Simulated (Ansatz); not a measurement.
Rows from a G0W0 calculation on NaCl (Halite) (Ansatz 0.2.0; G0W0 on PBE (exact-exchange fraction 0.3), plane waves, PAW; PAW set soft_1; 6×6×6 mesh, 187 empty bands, screening to 150 eV, PAW set soft_1 files), in eV. Spin-orbit coupling is left out.

```csv
row,Σx,Σc,Vxc,Z
A,-3.51,-3.10,-7.17,0.88
B,-21.11,1.75,-18.42,0.84
C,-5.01,-2.85,-8.22,0.89
```

Which rows are filled states and which are empty ones, and how can one tell?

Filled: B. Empty: A and C. The sign of Σc tells: for a filled state bare exchange, which holds its interaction with itself, lies below Vxc (Σx − Vxc is -2.7 eV or lower here) and screening gives part back as a positive Σc. For an empty state Σx lies above Vxc (+3.2 eV or more) and the Coulomb hole leaves Σc negative.

[Paths, hosts, dates, memory and timing lines, banners, echoed tables and standing remarks are left out of the program output.]

[Logs are printed without paths, hosts, clocks, repeated set-up lines and the standing remarks that a program may print on its own settings, such as how far it seeks lower states.]

[Runs of the session that timed out or met a known fault of the program may be left out.]

[Cells called generated may have been cut or substituted from an entry of the Crystallography Open Database or the Materials Project.]

[Hosts, paths, dates, database ids (printed as entryN), source tags and the programs' standing remarks are cut or masked in the printed files.]
